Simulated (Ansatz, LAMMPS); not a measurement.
**A faulty run on Zn2+ BF4- in dimethoxyethane and tetrahydrofuran at 400 K (85 atoms)**

Program: Ansatz 0.2.0. The cell: 20 C, 8 O, 46 H, 2 B, 8 F and 1 Zn.

The input, input.yaml:

```yaml
crystal:
  lattice:
    - [9.80591, 0.0, 0.0]
    - [0.0, 9.80591, 0.0]
    - [0.0, 0.0, 9.80591]
  atoms:
    - { symbol: C, position: [0.234, 0.9518, 0.33778] }
    - { symbol: O, position: [0.18467, 0.96778, 0.19855] }
    - { symbol: C, position: [0.11299, 0.84299, 0.16293] }
    - { symbol: C, position: [0.05437, 0.86683, 0.02724] }
    - { symbol: O, position: [0.99722, 0.00011, 0.01922] }
    - { symbol: C, position: [0.85117, 0.99482, 0.04956] }
    - { symbol: H, position: [0.32214, 0.88488, 0.34389] }
    - { symbol: H, position: [0.26962, 0.04666, 0.37536] }
    - { symbol: H, position: [0.15371, 0.91825, 0.40404] }
    - { symbol: H, position: [0.17031, 0.74886, 0.18139] }
    - { symbol: H, position: [0.0156, 0.84636, 0.2231] }
    - { symbol: H, position: [0.11188, 0.85178, 0.93485] }
    - { symbol: H, position: [0.9738, 0.7871, 0.01596] }
    - { symbol: H, position: [0.79536, 0.08266, 0.02463] }
    - { symbol: H, position: [0.83399, 0.99254, 0.15511] }
    - { symbol: H, position: [0.79705, 0.9132, 0.99487] }
    - { symbol: C, position: [0.56615, 0.73247, 0.10004] }
    - { symbol: O, position: [0.59267, 0.59506, 0.07365] }
    [... 61 atom lines left out ...]
    - { symbol: B, position: [0.03868, 0.25454, 0.38111] }
    - { symbol: F, position: [0.98503, 0.38608, 0.38582] }
    - { symbol: F, position: [0.94007, 0.15611, 0.42848] }
    - { symbol: F, position: [0.1517, 0.23042, 0.46605] }
    - { symbol: F, position: [0.06037, 0.21466, 0.24451] }
    - { symbol: Zn, position: [0.13525, 0.12857, 0.08897] }
kpoints:
  mp_grid: { grid: [1, 1, 1] }
hamiltonian:
  xc: r2scan
  dispersion: d3bj
scf:
  occupations: { method: gaussian, width: 0.025 }
  max_iter: 80
output:
  forces: true
basis:
  ecutwfc: "30 meV"
```

Run with:

```
ansatz run input.yaml --threads 4 --pin off --max-ram 8192MiB --backend cpu --events-out ev --progress --plain --runs-dir out
```

Log:

```text
Error: inconsistent input (basis.ecutwfc, kpoints): the smallest per-k basis holds n_pw = 1 plane waves (k-point 0, counted from 0 among those solved) but the deck needs at least 125 band(s) per channel, and no run solves more bands than the smallest per-k basis has plane waves; [...]
```

It took 0.23 s on 4 threads of Intel Xeon Platinum 8259CL at 2.50GHz (Skylake/Cascade Lake), shared host; peak memory 0.11 GiB.

**Question.** What is wrong with this input, and how is it mended?

A cutoff in the wrong unit: basis.ecutwfc = "30 meV".

The fix is to take out basis.ecutwfc.

The program refused it before any cycle.

[Logs are printed without paths, hosts, clocks, repeated set-up lines and the standing remarks that a program may print on its own settings, such as how far it seeks lower states.]

[Hosts, paths, dates, database ids (printed as entryN), source tags and the programs' standing remarks are cut or masked in the printed files.]
